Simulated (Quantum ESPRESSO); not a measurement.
# How volume moves the moments of NiO

Aim: follow moments and order energies of NiO with volume.

Calculated with Quantum ESPRESSO 7.5; PBE with U = 6 eV on Ni d (ortho-atomic projectors); plane waves with GBRV 1.5 PBE potentials, no spin-orbit coupling.

### 1. The starting structure

Symmetry: Fm-3m, No. 225, cubic system. The conventional cell has a = 4.177 Å, b = 4.177 Å, c = 4.177 Å, α = 90.00°, β = 90.00°, γ = 90.00°. Ni has 6 O at 2.09 Å nearest. Nearest to O lie 6 Ni at 2.09 Å. Farther neighbours and most contacts between anions are not listed.

The lattice constants were typed from memory of published values and not checked against a source.

### 2. Volume 0.88, ferro +

All lengths scale alike; the factor is that of the volume. Atoms keep their fractional places. Seeded atoms are those given a starting moment.

pw.in reads:

```
&CONTROL
  calculation = 'scf'
  prefix = 'pwscf'
  outdir = './tmp'
  pseudo_dir = './pseudo'
  disk_io = 'nowf'
  tprnfor = .true.
  tstress = .true.
/
&SYSTEM
  ibrav = 0
  celldm(1) = 8
  nat = 2
  ntyp = 2
  ecutwfc = 40
  ecutrho = 280
  nbnd = 20
  occupations = 'smearing'
  smearing = 'fd'
  degauss = 0.00367493
  nspin = 2
  starting_magnetization(1) = 0.1111
  starting_magnetization(2) = 0
/
&ELECTRONS
  conv_thr = 4d-09
  electron_maxstep = 150
  mixing_beta = 0.3
/
ATOMIC_SPECIES
Ni     58.6934 ni_pbe_v1.4.uspp.F.UPF
O      15.9990 o_pbe_v1.2.uspp.F.UPF
CELL_PARAMETERS alat
   0.0000000000000    0.4727565816007    0.4727565816007
   0.4727565816007    0.0000000000000    0.4727565816007
   0.4727565816007    0.4727565816007    0.0000000000000
ATOMIC_POSITIONS crystal
Ni      0.0000000000    0.0000000000    0.0000000000
O       0.5000000000    0.5000000000    0.5000000000
K_POINTS automatic
12 12 12 0 0 0
HUBBARD {ortho-atomic}
U Ni-3d 6.0000
```

Run with:

```
OMP_NUM_THREADS=1 mpirun -n 4 pw.x -nk 4 -in pw.in > pw.out
```

The runs that follow: volume 0.88, antiferro q=(0,0,1/2) +-; volume 0.88, no spin polarisation; volume 1.12, ferro +; trends.

What does the calculation give for the moment, parallel start?

The moment of the parallel start goes from 1.70 μB at 0.88 to 1.75 μB at 1.12. The net moment of the cell goes from 2 to 2 μB. The radius of the spheres follows the nearest distance, so part of the change of the site moments is the spheres'. The largest moment of the start antiferro q=(0,0,1/2) +- lies between 1.63 and 1.71 μB.

- moment, parallel start: 1.70 to 1.75 μB
- states met from these starts: antiferromagnetic and ferromagnetic

The start antiferro q=(0,0,1/2) +- lies under the parallel one at every finished point, by 73.0 to 154 meV a seeded atom.

[Logs and program files are shortened in this print: banners, set-up blocks, solver, clock and traceback lines can be left out without a mark of their own.]

[Logs are printed without paths, hosts, clocks, repeated set-up lines and the standing remarks that a program may print on its own settings, such as how far it seeks lower states.]

[Hosts, paths, dates, database ids (printed as entryN), source tags and the programs' standing remarks are cut or masked in the printed files.]

[Where a cell is said to come from a database of computed structures, the database is the Materials Project.]
